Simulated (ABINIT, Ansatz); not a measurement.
**Lattice dynamics of Re (Rhenium) in two programs**

How does Re (Rhenium) vibrate, and is this structure a minimum?

Calculated with ABINIT 10.8.3; DFT PBEsol, scalar-relativistic, plane waves, PseudoDojo norm-conserving pseudopotentials.

## Step 1: The starting structure

It takes space group P6_3/mmc (No. 194, hexagonal). The conventional cell has a = 2.761 Å, b = 2.761 Å, c = 4.458 Å, α = 90.00°, β = 90.00°, γ = 120.00°. Nearest to Re lie 12 Re at 2.74 to 2.76 Å.

As a file:

```cif
data_structure
_symmetry_space_group_name_H-M 'P6_3/mmc'
_symmetry_Int_Tables_number 194
_cell_length_a 2.7608
_cell_length_b 2.7608
_cell_length_c 4.4582
_cell_angle_alpha 90.000
_cell_angle_beta 90.000
_cell_angle_gamma 120.000
_cell_volume 29.43
loop_
_atom_site_label
_atom_site_type_symbol
_atom_site_symmetry_multiplicity
_atom_site_Wyckoff_symbol
_atom_site_fract_x
_atom_site_fract_y
_atom_site_fract_z
_atom_site_occupancy
Re1 Re 2 c 0.33333 0.66667 0.25000 1
```

## Step 2: A first look

A first run with smearing and empty bands tells whether the crystal has a gap, which decides between fixed occupations and smearing later on.

File probe.abi:

```
# ground state
tolvrs 1.0d-08
prtden 1
prtwf 1

# basis, mesh and filling
ecut 30.0
ngkpt 9 9 4
nshiftk 1
shiftk 0.0 0.0 0.0
istwfk *1
occopt 7
tsmear 0.005
nband 23
nstep 100
diemac 9.0
prtebands 0
prtgsr 0

# cell and atoms
acell 3*1.0 Angstrom
rprim 
    2.7608 0.0 0.0
    -1.3804 2.390922935 0.0
    0.0 0.0 4.4582
ntypat 1
znucl 75
natom 2
typat 1 1
xred 
    1/3 2/3 0.25
    2/3 1/3 0.75
pp_dirpath "./pseudo"
pseudos "Re.upf"
```

Started as:

```sh
OMP_NUM_THREADS=1 mpirun -n 16 abinit probe.abi > probe.log
```

Numbers of over 12 decimals in the logs are rounded to 6 here.

probe.abo, the main output file:

```text
[banners, grids, parts of the stress and lines that vanish by symmetry left out]
- input  file    -> probe.abi
- output file    -> probe.abo
- root for input  files -> probei
[...]
Symmetries : space group P6_3/m m c (#194); Bravais hP (primitive hexag.)
[...]
mpw =        1576          nfft =       32805          nkpt =          36
[...]
== DATASET  1 ==================================================================
[...]
-    --> not optimal distribution: autoparal keyword recommended in input file <--
[...]
cutoff_energies: {ecut:  30.0, pawecutdg:  -1.0, }
[...]
ETOT  1  -173.47924886826    -1.735E+02 1.220E-01 3.954E+01
 ETOT  2  -173.56351655310    -8.427E-02 2.473E-02 8.784E+00
 ETOT  3  -173.56640195002    -2.885E-03 5.930E-03 3.132E-03
 ETOT  4  -173.56640583591    -3.886E-06 3.088E-03 3.299E-05
 ETOT  5  -173.56640584642    -1.051E-08 2.946E-04 2.062E-06
 ETOT  6  -173.56640584723    -8.059E-10 7.198E-04 5.421E-09
 At SCF step    6       vres2   =  5.42E-09 < tolvrs=  1.00E-08 =>converged.
[...]
sigma(1 1)=  1.58135474E-04  sigma(3 2)=  0.00000000E+00
  sigma(2 2)=  1.58135466E-04  sigma(3 1)=  0.00000000E+00
  sigma(3 3)=  1.56086496E-04  sigma(2 1)=  0.00000000E+00
[...]
convergence: {deltae: -8.059E-10, res2:  5.421E-09, residm:  7.198E-04, diffor: null, }
etotal    :  -1.73566406E+02
[...]
sigma(1 1)=  1.58135474E-04  sigma(3 2)=  0.00000000E+00
  sigma(2 2)=  1.58135466E-04  sigma(3 1)=  0.00000000E+00
  sigma(3 3)=  1.56086496E-04  sigma(2 1)=  0.00000000E+00
[...]
- sigma(1 1)=  4.65250627E+00  sigma(3 2)=  0.00000000E+00
- sigma(2 2)=  4.65250603E+00  sigma(3 1)=  0.00000000E+00
- sigma(3 3)=  4.59222326E+00  sigma(2 1)=  0.00000000E+00
[...]
fcart     -4.1289089776E-28 -7.1514801284E-28 -8.1820228113E-27
           strten      1.5813547397E-04  1.5813546593E-04  1.5608649618E-04
================================================================================

[key lines of the parts left out:]
pressure_GPa:  -4.6324E+00
```

The job ended after 4.8 s (16 MPI ranks of Arm Neoverse V1, shared host).

Numbers from this step:

| Property | Result |
| --- | --- |
| volume per atom | 14.71 Å³ |
| pressure | -4.632 GPa |
| gap on the k-mesh | 0 eV |

No gap opens on this mesh, so smearing is kept; the printed pressure holds the stress of the finite basis too.

## Step 3: Relaxation

The harmonic expansion needs vanishing forces, and a free crystal bears no stress, so cell and atoms are brought to rest. Stress is more sensitive to the basis than forces are: the last 3 Ha under the cutoff are smoothed with ecutsm, and the cutoff is raised above that of the later runs.

File relax.abi:

```
# relaxation
ionmov 2
optcell 2
dilatmx 1.08
ntime 40
tolmxf 1.0d-05
tolvrs 1.0d-14
prtwf 0
prtden 0
chksymtnons 0

# basis, mesh and filling
ecut 38.0
ecutsm 3.0
ngkpt 12 12 6
nshiftk 1
shiftk 0.0 0.0 0.0
istwfk *1
occopt 7
tsmear 0.01
nband 23
nstep 100
diemac 1000000.0
prtebands 0
prtgsr 0

# cell and atoms
acell 3*1.0 Angstrom
rprim 
    2.7608 0.0 0.0
    -1.3804 2.390922935 0.0
    0.0 0.0 4.4582
ntypat 1
znucl 75
natom 2
typat 1 1
xred 
    1/3 2/3 0.25
    2/3 1/3 0.75
pp_dirpath "./pseudo"
pseudos "Re.upf"
```

Started as:

```sh
OMP_NUM_THREADS=1 mpirun -n 16 abinit relax.abi > relax.log
```

relax.abo, the main output file:

```text
[banners, grids, parts of the stress and lines that vanish by symmetry left out]
- input  file    -> relax.abi
- output file    -> relax.abo
- root for input  files -> relaxi
[...]
Symmetries : space group P6_3/m m c (#194); Bravais hP (primitive hexag.)
[...]
mpw =        2826          nfft =       55296          nkpt =          76
[...]
== DATASET  1 ==================================================================
[...]
cutoff_energies: {ecut:  38.0, pawecutdg:  -1.0, }
[...]
ETOT  1  -173.47422738456    -1.735E+02 2.569E-01 6.574E+01
 ETOT  2  -173.56538198452    -9.115E-02 1.109E-01 1.067E+01
 ETOT  3  -173.56748972406    -2.108E-03 1.121E-02 1.649E-03
 ETOT  4  -173.56749166600    -1.942E-06 5.439E-03 7.048E-05
 ETOT  5  -173.56749167736    -1.136E-08 1.376E-03 7.451E-08
[...]
At SCF step    9       vres2   =  3.35E-16 < tolvrs=  1.00E-14 =>converged.
[...]
sigma(1 1)=  1.42736796E-04  sigma(3 2)=  0.00000000E+00
  sigma(2 2)=  1.42736788E-04  sigma(3 1)=  0.00000000E+00
  sigma(3 3)=  1.17160232E-04  sigma(2 1)=  0.00000000E+00
[...]
convergence: {deltae:  1.819E-12, res2:  3.346E-16, residm:  9.135E-04, diffor: null, }
etotal    :  -1.73567492E+02
[...]
ETOT  1  -173.56664044714    -1.736E+02 1.416E+05 5.263E+00
[...]
At SCF step    8       vres2   =  1.92E-15 < tolvrs=  1.00E-14 =>converged.
[...]
sigma(1 1)= -1.82111868E-05  sigma(3 2)=  0.00000000E+00
  sigma(2 2)= -1.82111950E-05  sigma(3 1)=  0.00000000E+00
  sigma(3 3)= -3.43514639E-05  sigma(2 1)=  0.00000000E+00
[...]
convergence: {deltae:  1.990E-12, res2:  1.922E-15, residm:  9.029E-05, diffor: null, }
etotal    :  -1.73567628E+02
[...]
ETOT  1  -173.56761032647    -1.736E+02 4.570E-05 1.204E-01
[...]
At SCF step    8       vres2   =  6.90E-17 < tolvrs=  1.00E-14 =>converged.
[...]
sigma(1 1)=  3.02939295E-06  sigma(3 2)=  0.00000000E+00
  sigma(2 2)=  3.02938477E-06  sigma(3 1)=  0.00000000E+00
  sigma(3 3)= -6.29284898E-06  sigma(2 1)=  0.00000000E+00
[...]
convergence: {deltae:  1.194E-12, res2:  6.904E-17, residm:  3.191E-06, diffor: null, }
etotal    :  -1.73567633E+02
[...]
ETOT  1  -173.56763220193    -1.736E+02 5.259E+00 4.135E-03
[...]
At SCF step    7       vres2   =  1.01E-15 < tolvrs=  1.00E-14 =>converged.
[...]
sigma(1 1)=  2.13197461E-06  sigma(3 2)=  0.00000000E+00
  sigma(2 2)=  2.13196643E-06  sigma(3 1)=  0.00000000E+00
  sigma(3 3)= -2.22990625E-06  sigma(2 1)=  0.00000000E+00
[...]
convergence: {deltae: -1.450E-12, res2:  1.010E-15, residm:  1.165E-07, diffor: null, }
etotal    :  -1.73567633E+02
[...]
ETOT  1  -173.56763249801    -1.736E+02 2.047E-07 3.081E-03
[...]
At SCF step    7       vres2   =  7.77E-16 < tolvrs=  1.00E-14 =>converged.
[...]
sigma(1 1)=  1.05061188E-07  sigma(3 2)=  0.00000000E+00
  sigma(2 2)=  1.05053007E-07  sigma(3 1)=  0.00000000E+00
  sigma(3 3)=  8.72691658E-08  sigma(2 1)=  0.00000000E+00
[...]
convergence: {deltae:  6.253E-13, res2:  7.773E-16, residm:  1.689E-08, diffor: null, }
etotal    :  -1.73567633E+02
[...]
ETOT  1  -173.56763314706    -1.736E+02 9.749E-09 1.785E-06
[...]
ETOT  5  -173.56763314740    -9.095E-13 3.064E-09 1.565E-13
 ETOT  6  -173.56763314740     1.990E-13 1.891E-09 4.059E-16
 At SCF step    6       vres2   =  4.06E-16 < tolvrs=  1.00E-14 =>converged.
[...]
sigma(1 1)=  5.90343842E-09  sigma(3 2)=  0.00000000E+00
  sigma(2 2)=  5.89525753E-09  sigma(3 1)=  0.00000000E+00
  sigma(3 3)=  7.44589532E-09  sigma(2 1)=  0.00000000E+00
[...]
convergence: {deltae:  1.990E-13, res2:  4.059E-16, residm:  1.891E-09, diffor: null, }
etotal    :  -1.73567633E+02
[...]
At Broyd/MD step   6, gradients are converged :
[...]
sigma(1 1)=  5.90343842E-09  sigma(3 2)=  0.00000000E+00
  sigma(2 2)=  5.89525753E-09  sigma(3 1)=  0.00000000E+00
  sigma(3 3)=  7.44589532E-09  sigma(2 1)=  0.00000000E+00
[...]
- sigma(1 1)=  1.73685155E-04  sigma(3 2)=  0.00000000E+00
- sigma(2 2)=  1.73444465E-04  sigma(3 1)=  0.00000000E+00
- sigma(3 3)=  2.19065804E-04  sigma(2 1)=  0.00000000E+00
[...]
fcart      1.0364046530E-27  1.5557581140E-27 -1.0948950088E-31
           strten      5.9034384187E-09  5.8952575321E-09  7.4458953239E-09
================================================================================

[key lines of the parts left out:]
pressure_GPa:  -1.8873E-04
Total energy (etotal) [Ha]= -1.73567633147397E+02
```

The job ended after 50 s (16 MPI ranks; 13 min of CPU time).

Step by step:

| step | energy less that of the first step (eV) | largest force (eV/Å) | volume (Å³) |
| --- | --- | --- | --- |
| 1 | 0.0000 | 0.0000 | 29.43 |
| 2 | -0.0037 | 0.0000 | 29.07 |
| 3 | -0.0038 | 0.0000 | 29.13 |
| 4 | -0.0038 | 0.0000 | 29.13 |
| 5 | -0.0038 | 0.0000 | 29.13 |
| 6 | -0.0038 | 0.0000 | 29.13 |

| conventional cell, symmetrised | before | after | change |
| --- | --- | --- | --- |
| a (Å) | 2.761 | 2.750 | -0.4 % |
| b (Å) | 2.761 | 2.750 | -0.4 % |
| c (Å) | 4.458 | 4.448 | -0.2 % |
| volume (Å³/atom) | 14.71 | 14.56 | -1.0 % |

The relaxed structure:

```xyz
2
Lattice="2.7497 0.0000 0.0000 -1.3748 2.3813 0.0000 0.0000 0.0000 4.4481" Properties=species:S:1:pos:R:3 pbc="T T T"
Re    0.0000    1.5875    1.1120
Re    1.3748    0.7938    3.3361
```

Read from the output:

```
volume per atom : 14.56 Å³
pressure        : -1.89e-4 GPa
```

The volume changes by -1.0 % in this run and stands -1.0 % from the first cell.

## Step 4: Self-consistent run for the response

The response is built on these wavefunctions, so the potential is converged far more tightly than an energy would need. Smearing stays on, as the first look found no gap above 0.3 eV.

File gs.abi:

```
# ground state
tolvrs 1.0d-16
prtden 1
prtwf 1

# basis, mesh and filling
ecut 30.0
ngkpt 12 12 6
nshiftk 1
shiftk 0.0 0.0 0.0
istwfk *1
occopt 7
tsmear 0.01
nband 23
nstep 100
diemac 1000000.0
prtebands 0
prtgsr 0

# cell and atoms
acell 3*1.0 Angstrom
rprim 
    2.749672119 0.0 0.0
    -1.374836059 2.381285907 0.0
    0.0 0.0 4.448113703
ntypat 1
znucl 75
natom 2
typat 1 1
xred 
    1/3 2/3 0.25
    2/3 1/3 0.75
pp_dirpath "./pseudo"
pseudos "Re.upf"
```

Started as:

```sh
OMP_NUM_THREADS=1 mpirun -n 16 abinit gs.abi > gs.log
```

gs.abo, the main output file:

```text
[banners, grids, parts of the stress and lines that vanish by symmetry left out]
- input  file    -> gs.abi
- output file    -> gs.abo
- root for input  files -> gsi
[...]
Symmetries : space group P6_3/m m c (#194); Bravais hP (primitive hexag.)
[...]
mpw =        1562          nfft =       32805          nkpt =          76
[...]
== DATASET  1 ==================================================================
[...]
cutoff_energies: {ecut:  30.0, pawecutdg:  -1.0, }
[...]
ETOT  1  -173.48270096624    -1.735E+02 1.424E-01 3.951E+01
 ETOT  2  -173.56521701171    -8.252E-02 4.047E-02 6.816E+00
 ETOT  3  -173.56746558563    -2.249E-03 2.889E-03 2.208E-03
 ETOT  4  -173.56746725720    -1.672E-06 1.739E-03 3.661E-05
 ETOT  5  -173.56746726626    -9.065E-09 6.612E-04 6.038E-08
[...]
ETOT  9  -173.56746726627     7.390E-13 3.406E-04 1.337E-16
 ETOT 10  -173.56746726627    -2.274E-13 1.146E-03 1.349E-18
 At SCF step   10       vres2   =  1.35E-18 < tolvrs=  1.00E-16 =>converged.
[...]
sigma(1 1)=  1.06834347E-05  sigma(3 2)=  0.00000000E+00
  sigma(2 2)=  1.06834394E-05  sigma(3 1)=  0.00000000E+00
  sigma(3 3)=  1.06569762E-05  sigma(2 1)= -8.85653287E-12
[...]
convergence: {deltae: -2.274E-13, res2:  1.349E-18, residm:  1.146E-03, diffor: null, }
etotal    :  -1.73567467E+02
[...]
sigma(1 1)=  1.06834347E-05  sigma(3 2)=  0.00000000E+00
  sigma(2 2)=  1.06834394E-05  sigma(3 1)=  0.00000000E+00
  sigma(3 3)=  1.06569762E-05  sigma(2 1)= -8.85653287E-12
[...]
- sigma(1 1)=  3.14317501E-01  sigma(3 2)=  0.00000000E+00
- sigma(2 2)=  3.14317638E-01  sigma(3 1)=  0.00000000E+00
- sigma(3 3)=  3.13539064E-01  sigma(2 1)= -2.60568193E-07
[...]
fcart      8.2912372182E-28  5.2656428439E-27  2.0501439786E-27
           strten      1.0683434701E-05  1.0683439370E-05  1.0656976182E-05
================================================================================

[key lines of the parts left out:]
pressure_GPa:  -3.1406E-01
```

Wall time 9.8 s (16 MPI ranks).

This step gave:

```yaml
pressure: -0.3141 GPa
```

The cell stands at -0.31 GPa: the relaxation ran with a smoothed and higher cutoff, and the difference is a stress of the finite basis.

(Continued in part 2 of 4.)

[Host names and launcher messages were left out of these logs when they were recorded.]

[Logs are printed without paths, hosts, clocks, repeated set-up lines and the standing remarks that a program may print on its own settings, such as how far it seeks lower states.]

[Hosts, paths, dates, database ids (printed as entryN), source tags and the programs' standing remarks are cut or masked in the printed files.]
